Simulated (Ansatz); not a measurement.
In doubt: one-shot GW on d or f shells is unsure, so the values of those runs are not to be relied on.

Rows from a G0W0 calculation on GaCuCCl4O (P-1) (Ansatz 0.2.0; G0W0 on PBE, plane waves, PAW; PAW set soft_1; 2×2×2 mesh, 412 empty bands, screening to 60 eV, plasmon pole, PAW set soft_1 files), in eV. Spin-orbit coupling is left out.

| row | Σx | Σc | Vxc | Z |
| --- | --- | --- | --- | --- |
| A | -38.89 | 6.38 | -31.12 | 0.75 |
| B | -11.38 | -3.23 | -16.51 | 0.81 |
| C | -10.75 | -3.16 | -15.42 | 0.83 |
| D | -11.95 | -3.17 | -17.10 | 0.81 |
| E | -11.68 | -3.16 | -16.68 | 0.82 |
| F | -38.67 | 6.34 | -30.94 | 0.75 |

Q: Which rows are filled states and which are empty ones, and how can one tell?

Filled: A and F. Empty: B, C, D and E. The sign of Σc tells: for a filled state bare exchange, which holds its interaction with itself, lies below Vxc (Σx − Vxc is -7.7 eV or lower here) and screening gives part back as a positive Σc. For an empty state Σx lies above Vxc (+4.7 eV or more) and the Coulomb hole leaves Σc negative.

[Runs of the session that timed out or met a known fault of the program may be left out.]

[Cells called generated may have been cut or substituted from an entry of the Crystallography Open Database or the Materials Project.]

[Hosts, paths, dates, database ids (printed as entryN), source tags and the programs' standing remarks are cut or masked in the printed files.]
